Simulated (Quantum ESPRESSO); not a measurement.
# Calculated records

## Collinear magnetic orders of LaCrGe3 with Quantum ESPRESSO

The structure is hexagonal, space group P6_3/mmc (No. 194). The conventional cell has a = 6.200 Å, b = 6.200 Å, c = 5.766 Å, α = 90.00°, β = 90.00°, γ = 120.00°. Nearest to La lie 12 Ge at 3.11 to 3.25 Å. Cr has 6 Ge at 2.53 Å nearest. Ge has 2 Cr at 2.53 Å and 2 Ge at 2.60 Å and 4 La at 3.11 to 3.25 Å nearest. Farther neighbours are not listed.

```yaml
method: PBEsol; plane waves with GBRV 1.5 PBEsol potentials, no spin-orbit coupling, projections on orthogonalised atomic orbitals (and 2 further levels or steps)
program: Quantum ESPRESSO 7.5
settings_of_one_run: GBRV 1.5 PBEsol, cutoff 544.23 eV, 6×6×6 k-mesh, 90 bands, fermi-dirac occupations, smearing width 0.1 eV, collinear spin, SCF threshold 2.00e-8, starting moments 0 0 2.5 2.5 0 0 0 0 0 0 μB
cost: 4 runs, 12 min in all on 4 MPI ranks of AMD EPYC 9R45, shared host (the runs of this entry)
notes: This is the lowest of 2 collinear or spinless starts, no proof of the ground state.
lowest_state_found: ferromagnetic (from ferro ++)
largest_site_moment: 1.59 μB
next_state_with_moments: antiferromagnetic, 65.5 meV a seeded atom higher
```

The smearing terms TS of the orders run from 68 to 97 meV a seeded atom, so the differences would change at a smaller width: an order with a larger TS is lowered more by the smearing. The largest moment reads 1.59 μB in the sphere and 1.79 μB by Löwdin projection; a site moment hangs on how space is shared out.

[Logs and program files are shortened in this print: banners, set-up blocks, solver, clock and traceback lines can be left out without a mark of their own.]

[Logs are printed without paths, hosts, clocks, repeated set-up lines and the standing remarks that a program may print on its own settings, such as how far it seeks lower states.]

[Hosts, paths, dates, database ids (printed as entryN), source tags and the programs' standing remarks are cut or masked in the printed files.]

[Where a cell is said to come from a database of computed structures, the database is the Materials Project.]
